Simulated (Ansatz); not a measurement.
# I on Pt(100): change of the work function

Aim: the work function of Pt(100) at several coverages of I (top site), and the dipole that each adsorbate carries.

Method: plane-wave DFT, PBE, Ansatz PAW, in the first sound run; inputs show where later runs differ, in Ansatz 0.2.0.

Report form: the programs' logs are mostly left out.

## 1. Starting point

The cell holds 4 atoms: 4 Pt. Cell: a = 2.772 Å, b = 2.772 Å, c = 23.880 Å, α = 90.0°, β = 90.0°, γ = 90.0°. Vacuum lies along c.

Structure file:

```cif
data_structure
_symmetry_space_group_name_H-M 'P 1'
_symmetry_Int_Tables_number 1
_cell_length_a 2.7719
_cell_length_b 2.7719
_cell_length_c 23.8800
_cell_angle_alpha 90.000
_cell_angle_beta 90.000
_cell_angle_gamma 90.000
_cell_volume 183.47
loop_
_atom_site_label
_atom_site_type_symbol
_atom_site_fract_x
_atom_site_fract_y
_atom_site_fract_z
_atom_site_occupancy
Pt1 Pt 0.50000 0.50000 0.37688 1
Pt2 Pt 0.00000 0.00000 0.45896 1
Pt3 Pt 0.50000 0.50000 0.54104 1
Pt4 Pt 0.00000 0.00000 0.62312 1
```

## 2. The clean slab

The bare slab comes first, as the zero from which every change is counted. The two lowest layers are held at bulk places and the upper ones relax. The dipole correction removes the false field that a one-sided slab makes across the periodic vacuum, so each face gets a flat vacuum level of its own.

Contents of input.yaml:

```yaml
crystal:
  lattice:
    - [2.7718585823, 0.0, 0.0]
    - [0.0, 2.7718585823, 0.0]
    - [0.0, 0.0, 23.88]
  atoms:
    - { symbol: Pt, position: [0.5, 0.5, 0.3768844221] }
    - { symbol: Pt, position: [0.0, 0.0, 0.458961474] }
    - { symbol: Pt, position: [0.5, 0.5, 0.541038526] }
    - { symbol: Pt, position: [0.0, 0.0, 0.6231155779] }
kpoints:
  mp_grid: { grid: [11, 11, 1] }
hamiltonian:
  xc: pbe
scf:
  occupations: { method: fermi_dirac, width: 0.1 }
  convergence: { dr2_threshold: 1.0e-08 }
efield:
  axis: 3
  dipole_correction: true
  ramp_position: 0.97
  ramp_width: 0.06
relax:
  f_tol: 0.02
  max_steps: 60
  constraints: [{ sites: [0, 1] }]
output:
  write_potential: true
  write_density: true
  volumetric_format: npy
```

The run is started by

```sh
$ ansatz run input.yaml --threads 4 --pin off --max-ram 12288MiB --backend cpu --events-out ev --progress --plain --runs-dir out
```

Elapsed: 18 s, on 4 threads of Arm Neoverse V1, shared host; peak memory 0.51 GiB.

Step by step:

```csv
step,energy less that of the first step (eV),largest force component (eV/Å)
1,0.0000,0.2324
2,0.0005,0.1978
3,-0.0063,0.0171
```

Relaxation step 2 was tried and not accepted.

The run keeps the 8 symmetry operations that it works with, so distortions that break them were not tested.

The atoms that moved most (Å):

```csv
atom,dx,dy,dz,length
Pt4,0.000,0.000,0.046,0.046
Pt3,0.000,0.000,0.039,0.039
```

This step gave:

```
energy at zero smearing   : -50090.3163 eV
work function, upper face : 5.647 eV
dipole along the normal   : -7.79e-5 e·Å
```

Running mean over 1.96 Å of the planar mean; the ramp of the sawtooth is left out. Table of electron's electrostatic potential energy less the Fermi level by z:

z (Å), electron's electrostatic potential energy less the Fermi level (eV) and a bar from the least value:
```
      3.0        5.6 ##############################
      3.5        5.6 ##############################
      4.0        5.6 ##############################
      4.5        5.6 ##############################
      5.0        5.6 ##############################
      5.5        5.6 ##############################
      6.0        5.6 ##############################
      6.5        5.5 ##############################
      7.0        5.0 #############################
      7.5        2.6 #########################
      8.0       -3.0 ###############
      8.5       -8.8 ######
      9.0      -11.3 #
      9.5      -11.8 #
     10.0      -12.0 
     10.5      -12.1 
     11.0      -12.1 
     11.5      -11.9 
     12.0      -11.8 #
     12.5      -12.0 
     13.0      -12.1 
     13.5      -12.0 
     14.0      -11.9 
     14.5      -11.7 #
     15.0      -11.1 ##
     15.5       -8.1 #######
     16.0       -2.1 #################
     16.5        3.1 ##########################
     17.0        5.1 #############################
     17.5        5.5 ##############################
     18.0        5.6 ##############################
     18.5        5.6 ##############################
     19.0        5.6 ##############################
     19.5        5.6 ##############################
     20.0        5.6 ##############################
     20.5        5.6 ##############################
```

The relaxation took 3 steps and lowered the energy by 0.0063 eV; the largest force on the free atoms ends at 0.017 eV/Å.

The work function of the upper face is 5.65 eV.

## 3. Adsorbate added, k-mesh 6×6×1, coverage 0.25 ML

System of this step: Pt16I (I/Pt(100)). The cell holds 17 atoms: 16 Pt and 1 I. Its edges and angles: a = 5.544 Å, b = 5.544 Å, c = 26.814 Å, α = 90.0°, β = 90.0°, γ = 90.0°. Vacuum lies along c.

The clean slab as it ended is repeated in the plane and the adsorbate is set on one face; the cell's size fixes the coverage, and the k-mesh shrinks with it to keep the sampling density about even. Adsorbate and upper layers relax, since the dipole depends on the height.

Contents of input.yaml:

```yaml
crystal:
  lattice:
    - [5.5437171646, 0.0, 0.0]
    - [0.0, 5.5437171646, 0.0]
    - [0.0, 0.0, 26.8139258608]
  atoms:
    - { symbol: Pt, position: [0.25, 0.25, 0.3356464863] }
    - { symbol: Pt, position: [0.0, 0.0, 0.4087428322] }
    - { symbol: Pt, position: [0.25, 0.25, 0.4832888893] }
    - { symbol: Pt, position: [0.0, 0.0, 0.5566669326] }
    - { symbol: Pt, position: [0.25, 0.75, 0.3356464863] }
    - { symbol: Pt, position: [0.0, 0.5, 0.4087428322] }
    - { symbol: Pt, position: [0.25, 0.75, 0.4832888893] }
    - { symbol: Pt, position: [0.0, 0.5, 0.5566669326] }
    - { symbol: Pt, position: [0.75, 0.25, 0.3356464863] }
    - { symbol: Pt, position: [0.5, 0.0, 0.4087428322] }
    - { symbol: Pt, position: [0.75, 0.25, 0.4832888893] }
    - { symbol: Pt, position: [0.5, 0.0, 0.5566669326] }
    - { symbol: Pt, position: [0.75, 0.75, 0.3356464863] }
    - { symbol: Pt, position: [0.5, 0.5, 0.4087428322] }
    - { symbol: Pt, position: [0.75, 0.75, 0.4832888893] }
    - { symbol: Pt, position: [0.5, 0.5, 0.5566669326] }
    - { symbol: I, position: [0.0, 0.0, 0.6643535137] }
kpoints:
  mp_grid: { grid: [6, 6, 1] }
hamiltonian:
  xc: pbe
scf:
  occupations: { method: fermi_dirac, width: 0.1 }
  convergence: { dr2_threshold: 1.0e-08 }
efield:
  axis: 3
  dipole_correction: true
  ramp_position: 0.97
  ramp_width: 0.06
relax:
  f_tol: 0.02
  max_steps: 60
  constraints: [{ sites: [0, 1, 4, 5, 8, 9, 12, 13] }]
output:
  bader: true
  dos: { projected: true, e_range: [-8, 4] }
  write_potential: true
  write_density: true
  volumetric_format: npy
  elf: true
```

Run time: 6.7 min. Hardware: 4 threads; peak memory 3.7 GiB; 26 min of CPU time.

The steps of the relaxation:

```csv
step,energy less that of the first step (eV),largest force component (eV/Å)
1,0.0000,1.8185
2,-0.3063,0.8513
3,-0.2441,1.8622
4,-0.3572,0.2284
5,-0.3596,0.0795
6,-0.3601,0.0008
```

Relaxation step 3 was tried and not accepted.

The run keeps the 8 symmetry operations that it works with, so distortions that break them were not tested.

The atoms that moved most (Å):

```csv
atom,dx,dy,dz,length
I17,0.000,0.000,-0.213,0.213
Pt4,0.000,0.000,0.126,0.126
Pt3,-0.006,-0.006,0.007,0.011
Pt7,-0.006,0.006,0.007,0.011
Pt11,0.006,-0.006,0.007,0.011
Pt15,0.006,0.006,0.007,0.011
Pt16,0.000,0.000,0.008,0.008
```

The relaxed structure:

```
Pt I
1.0
     5.54372    0.00000    0.00000
     0.00000    5.54372    0.00000
     0.00000    0.00000   26.81393
Pt I
16 1
Direct
  0.25000 0.25000 0.33565
  0.00000 0.00000 0.40874
  0.24887 0.24887 0.48356
  0.00000 0.00000 0.56135
  0.25000 0.75000 0.33565
  0.00000 0.50000 0.40874
  0.24887 0.75113 0.48356
  0.00000 0.50000 0.55668
  0.75000 0.25000 0.33565
  0.50000 0.00000 0.40874
  0.75113 0.24887 0.48356
  0.50000 0.00000 0.55668
  0.75000 0.75000 0.33565
  0.50000 0.50000 0.40874
  0.75113 0.75113 0.48356
  0.50000 0.50000 0.55696
  0.00000 0.00000 0.65642
```

This step gave:

| Property | Result |
| --- | --- |
| energy at zero smearing | -207875.1998 eV |
| work function, upper face | 5.494 eV |
| work function, lower face | 5.662 eV |
| dipole along the normal | 0.02853 e·Å |
| step between the vacuum levels | -0.1680 eV |

Running mean over 1.96 Å of the planar mean; the ramp of the sawtooth is left out. Table of electron's electrostatic potential energy less the Fermi level by z:

```csv
z (Å),electron's electrostatic potential energy less the Fermi level (eV)
3.5,5.66
4.0,5.66
4.5,5.66
5.0,5.66
5.5,5.65
6.0,5.62
6.5,5.49
7.0,4.97
7.5,2.59
8.0,-3.02
8.5,-8.78
9.0,-11.3
9.5,-11.8
10.0,-12.0
10.5,-12.1
11.0,-12.1
11.5,-11.8
12.0,-11.7
12.5,-11.9
13.0,-12.1
13.5,-11.8
14.0,-11.6
14.5,-11.5
15.0,-11.2
15.5,-8.55
16.0,-3.13
16.5,1.55
17.0,3.03
17.5,2.97
18.0,3.32
18.5,3.99
19.0,4.65
19.5,5.24
20.0,5.44
20.5,5.48
21.0,5.49
21.5,5.49
22.0,5.49
22.5,5.49
23.0,5.49
23.5,5.49
```

The density of states has structure finer than the step of the table below, so its rows give means over 0.25 eV, whole bins alone (the curve runs from -8 to 1.98 eV). Peaks (eV: height): -4.630: 47.3, -4.090: 43.4, -3.400: 44.1, -3.250: 45.7, -3.160: 42.5, -2.200: 54.9, -2.140: 50.5.

Table of density of states by energy, zero at the Fermi level; means over each step:

```csv
energy (eV),density of states (states/eV a cell)
-7.75,1.39
-7.50,2.68
-7.25,3.50
-7.00,3.80
-6.75,7.27
-6.50,9.56
-6.25,11.7
-6.00,19.5
-5.75,20.9
-5.50,23.4
-5.25,18.1
-5.00,17.2
-4.75,16.8
-4.50,20.5
-4.25,23.6
-4.00,27.1
-3.75,19.4
-3.50,27.6
-3.25,36.4
-3.00,27.6
-2.75,21.3
-2.50,19.1
-2.25,34.3
-2.00,29.2
-1.75,21.6
-1.50,23.8
-1.25,30.5
-1.00,27.2
-0.75,29.9
-0.50,33.6
-0.25,25.4
0.00,31.6
0.25,17.8
0.50,10.3
0.75,6.49
1.00,6.12
1.25,3.84
1.50,4.79
1.75,6.12
```

Projected DOS per atom over height of the atomic layer and energy from the Fermi level. Layers: Pt4 Pt4 Pt4 Pt4 I from below.

Values in states/eV, 22 rows by 5 columns, each cell a mean:
```
0.27 0.30 0.24 0.28 0.19
0.22 0.18 0.17 0.24 0.19
0.42 0.30 0.29 0.42 0.25
0.72 0.71 0.72 0.73 0.44
1.69 1.81 1.85 1.62 0.79
2.20 1.57 1.50 2.06 2.18
2.32 1.23 1.13 2.06 1.55
1.93 1.23 1.12 1.90 0.94
1.82 1.23 1.35 1.36 1.21
2.44 1.03 1.20 2.12 0.91
1.52 0.84 1.00 1.77 1.14
1.92 2.26 2.27 1.87 0.93
1.21 1.37 1.48 1.44 0.81
1.22 1.57 1.48 1.66 0.75
0.98 1.13 1.10 1.15 0.14
0.95 1.33 1.30 0.96 0.09
0.97 1.78 1.75 1.01 0.12
0.65 1.76 1.65 0.61 0.05
0.31 0.99 0.96 0.31 0.03
0.20 0.52 0.51 0.20 0.03
0.11 0.29 0.28 0.11 0.01
0.04 0.15 0.14 0.04 0.00
```
Columns: height of the atomic layer (Å) from 9 to 17.6 (not evenly spaced); rows upwards: energy from the Fermi level (eV) from -7.96 to 1.95.

Electrostatic potential energy in the ca plane at fractional y = 0.000, with atoms of Pt and I within 0.2 Å of it. With pseudopotentials it is smooth inside the atoms' cores, unlike the true potential.

Ten even steps from '0' (-69 eV) to '9' (9 eV), each cell a mean:
```
99999720027999997300168779977899999999999999
99999853358999998632589877778999999999999999
99999987789999999877899987789999999999999999
99999999999999999999999999999999999999999999
99999987789999999877899999999999999999999999
99999852358999998523689999999999999999999999
99999710027999996100379999999999999999999999
99999610016999995100279999999999999999999999
99999730137999997301489999999999999999999999
99999875578999998756799999999999999999999999
99999998899999999988999999999999999999999999
99999998899999999988999998899999999999999999
99999875578999999755789877778999999999999999
99999730037999998410378768877999999999999999
99999610016999997200058779987899999999999999
```
Columns run along c (16.0 Å, from fractional 0.31 to 0.91 of the cell; values clipped at the 3rd and 97th percentile), rows up along a (5.5 Å). Atoms in or near the plane, at fractional coordinates: Pt at (0.41, 0.00), Pt at (0.56, 0.00), Pt at (0.41, 0.50), Pt at (0.56, 0.50), I at (0.66, 0.00).

ELF in the ca plane at fractional y = 0.000, with atoms of Pt and I within 0.2 Å of it. It is the smooth field of the valence electrons, not physical close to the nuclei.

Ten even steps from '0' (0.00) to '9' (0.80), each cell a mean:
```
11222478874221223688745652357862000000000000
22222346643222223466534666678852000000000000
33332233333333322333333688999852000000000000
34332233333333332233322369999741000000000000
33332233333333333333321126776420000000000000
22222356643222233566432001232100000000000000
11122478874211235788742100000000000000000000
11122588875211235888753100000000000000000000
22222367763222234677632100110000000000000000
23322235533222233344321013554310000000000000
33332233333333332233321258998631000000000000
33332233333333332233322589999741000000000000
23322335533222223345434677889852000000000000
22222367763222223677645664468862000000000000
11122588875211123688745643447862000000000000
```
Columns run along c (16.0 Å, from fractional 0.31 to 0.91 of the cell), rows up along a (5.5 Å). Atoms in or near the plane, at fractional coordinates: Pt at (0.41, 0.00), Pt at (0.56, 0.00), Pt at (0.41, 0.50), Pt at (0.56, 0.50), I at (0.66, 0.00).

Valence density in the ca plane at fractional y = 0.000, with atoms of Pt and I within 0.2 Å of it. It is the smooth field of the valence electrons, not physical close to the nuclei.

Values in e/Å³, 8 rows by 16 columns, each cell a mean:
```
 0  0  5  3  0  0  4  4  1  7  1  0  0  0  0  0
 0  0  1  0  0  0  1  0  0  0  0  0  0  0  0  0
 0  0  1  1  0  0  1  1  0  0  0  0  0  0  0  0
 0  0  6  4  0  0  7  4  0  0  0  0  0  0  0  0
 0  0  5  3  0  0  5  3  0  0  0  0  0  0  0  0
 0  0  1  0  0  0  1  0  0  0  0  0  0  0  0  0
 0  0  1  1  0  0  1  1  0  1  0  0  0  0  0  0
 0  0  6  4  0  0  6  5  1 10  1  0  0  0  0  0
```
Columns run along c (16.0 Å, from fractional 0.31 to 0.91 of the cell), rows up along a (5.5 Å). Atoms in or near the plane, at fractional coordinates: Pt at (0.41, 0.00), Pt at (0.56, 0.00), Pt at (0.41, 0.50), Pt at (0.56, 0.50), I at (0.66, 0.00).

The relaxation took 6 steps and lowered the energy by 0.36 eV; the largest force on the free atoms ends at 8.4e-4 eV/Å.

By hand: a sheet of dipoles makes a step −p/(ε₀A) in the electron's potential. With e/ε₀ = 180.95 V·Å, p = 0.02853 e·Å and A = 30.73 Å², that is −180.95 × (0.02853) / 30.73 = -0.168 eV, and the two vacuum levels of the run differ by -0.168 eV.

The covered face has 5.49 eV, -0.15 eV against the clean one; the bare back face has moved by +0.02 eV, a measure of how thin the slab is.

## 4. The covered slab, k-mesh 6×6×1, coverage 0.5 ML

System of this step: Pt8I (I/Pt(100)). The cell holds 18 atoms: 16 Pt and 2 I. Its edges and angles: a = 5.544 Å, b = 5.544 Å, c = 26.814 Å, α = 90.0°, β = 90.0°, γ = 90.0°. Vacuum lies along c.

Another coverage, to see how the dipoles act on each other as their distance changes.

input.yaml: that of step 3 with these lines changed.

```diff
@@ -23,2 +23,3 @@
     - { symbol: I, position: [0.0, 0.0, 0.6643535137] }
+    - { symbol: I, position: [0.5, 0.5, 0.6643535137] }
 kpoints:
@@ -45,2 +46 @@
   volumetric_format: npy
-  elf: true
```

Elapsed: 6.1 min, on 4 threads; peak memory 3.9 GiB.

Relaxation path:

```csv
step,energy less that of the first step (eV),largest force component (eV/Å)
1,0.0000,1.7896
2,-0.5186,0.9386
3,-0.4726,1.6557
4,-0.6543,0.3353
5,-0.6672,0.0189
```

Relaxation step 3 was tried and not accepted.

The run keeps the 16 symmetry operations that it works with, so distortions that break them were not tested.

The atoms that moved most (Å):

```csv
atom,dx,dy,dz,length
I18,0.000,0.000,-0.207,0.207
I17,0.000,0.000,-0.207,0.207
Pt4,0.000,0.000,0.129,0.129
Pt16,0.000,0.000,0.129,0.129
Pt12,0.000,0.000,-0.030,0.030
Pt8,0.000,0.000,-0.030,0.030
Pt11,0.000,0.000,0.012,0.012
Pt15,0.000,0.000,0.012,0.012
```

The relaxed structure:

```xyz
18
Lattice="5.5437 0.0000 0.0000 0.0000 5.5437 0.0000 0.0000 0.0000 26.8139" Properties=species:S:1:pos:R:3
Pt    1.3859    1.3859    9.0000
Pt    0.0000    0.0000   10.9600
Pt    1.3859    1.3859   12.9705
Pt    0.0000    0.0000   15.0556
Pt    1.3859    4.1578    9.0000
Pt    0.0000    2.7719   10.9600
Pt    1.3859    4.1578   12.9705
Pt    0.0000    2.7719   14.8963
Pt    4.1578    1.3859    9.0000
Pt    2.7719    0.0000   10.9600
Pt    4.1578    1.3859   12.9705
Pt    2.7719    0.0000   14.8963
Pt    4.1578    4.1578    9.0000
Pt    2.7719    2.7719   10.9600
Pt    4.1578    4.1578   12.9705
Pt    2.7719    2.7719   15.0556
I     0.0000    0.0000   17.6074
I     2.7719    2.7719   17.6074
```

Numbers from this step:

- energy at zero smearing: -215388.8581 eV
- work function, upper face: 5.090 eV
- work function, lower face: 5.668 eV
- dipole along the normal: 0.09824 e·Å
- step between the vacuum levels: -0.5784 eV

The density of states has structure finer than the step of the table below, so its rows give means over 0.25 eV, whole bins alone (the curve runs from -8 to 1.98 eV). Peaks (eV: height): -4.960: 62.2, -4.120: 48.1, -3.220: 57.1, -3.040: 48.7, -2.980: 43.7, -2.590: 58.5, -2.500: 58.3.

Density of states against energy, zero at the Fermi level; means over each step:

energy (eV), density of states (states/eV a cell) and a bar:
```
    -7.75        1.4 
    -7.50        2.8 #
    -7.25        3.4 ##
    -7.00        4.0 ##
    -6.75        7.3 #####
    -6.50        9.5 #######
    -6.25       11.8 #########
    -6.00       19.3 ################
    -5.75       22.3 ###################
    -5.50       22.7 ###################
    -5.25       18.3 ###############
    -5.00       21.1 ##################
    -4.75       18.2 ###############
    -4.50       20.3 #################
    -4.25       30.0 #########################
    -4.00       23.4 ####################
    -3.75       21.6 ##################
    -3.50       30.1 #########################
    -3.25       35.1 ##############################
    -3.00       33.0 ############################
    -2.75       17.6 ##############
    -2.50       29.3 #########################
    -2.25       27.2 #######################
    -2.00       28.4 ########################
    -1.75       21.6 ##################
    -1.50       28.3 ########################
    -1.25       29.5 #########################
    -1.00       28.2 ########################
    -0.75       28.5 ########################
    -0.50       30.4 ##########################
    -0.25       31.9 ###########################
     0.00       28.3 ########################
     0.25       21.8 ##################
     0.50        7.8 ######
     0.75        7.4 #####
     1.00        6.7 #####
     1.25        4.6 ###
     1.50        2.9 #
     1.75        7.7 ######
```

Projected DOS per atom over height of the atomic layer and energy from the Fermi level. Layers: Pt4 Pt4 Pt4 Pt4 I2 from below.

Values in states/eV, 22 rows by 5 columns, each cell a mean:
```
0.29 0.31 0.26 0.31 0.17
0.20 0.18 0.15 0.22 0.14
0.47 0.33 0.32 0.41 0.24
0.70 0.73 0.73 0.75 0.45
1.74 1.82 1.79 1.53 1.47
2.18 1.53 1.40 1.71 1.29
2.30 1.30 1.12 1.81 1.11
1.96 1.21 1.24 1.90 1.12
1.65 1.26 1.29 1.38 0.82
2.61 1.02 1.25 1.70 1.11
1.40 0.77 1.02 1.64 1.01
2.00 2.24 2.34 1.82 0.94
1.19 1.37 1.64 1.57 1.10
1.26 1.64 1.37 2.16 1.25
0.94 1.07 0.99 1.27 0.20
0.95 1.37 1.27 1.11 0.11
1.00 1.83 1.72 1.05 0.13
0.64 1.71 1.69 0.71 0.06
0.30 0.95 0.97 0.34 0.03
0.20 0.51 0.50 0.22 0.03
0.11 0.29 0.28 0.11 0.01
0.04 0.15 0.15 0.04 0.01
```
Columns: height of the atomic layer (Å) from 9 to 17.6 (not evenly spaced); rows upwards: energy from the Fermi level (eV) from -7.96 to 1.95.

The relaxation took 5 steps and lowered the energy by 0.67 eV; the largest force on the free atoms ends at 0.019 eV/Å.

The covered face has 5.09 eV, -0.56 eV against the clean one; the bare back face has moved by +0.02 eV, a measure of how thin the slab is.

[end of part 1 of 2]

[Logs are printed without paths, hosts, clocks, repeated set-up lines and the standing remarks that a program may print on its own settings, such as how far it seeks lower states.]

[Hosts, paths, dates, database ids (printed as entryN), source tags and the programs' standing remarks are cut or masked in the printed files.]

[Maps of the electrostatic potential energy from Ansatz leave out the sawtooth potential of an applied field or a dipole correction, so their vacuum need not be flat; planar profiles and work functions include it.]

[The density of states shown here was stored with 400 of the rows of the run's finer table, so its peaks can read low, often by over a quarter, or be missed, and its means over a window can be off by a tenth or more.]
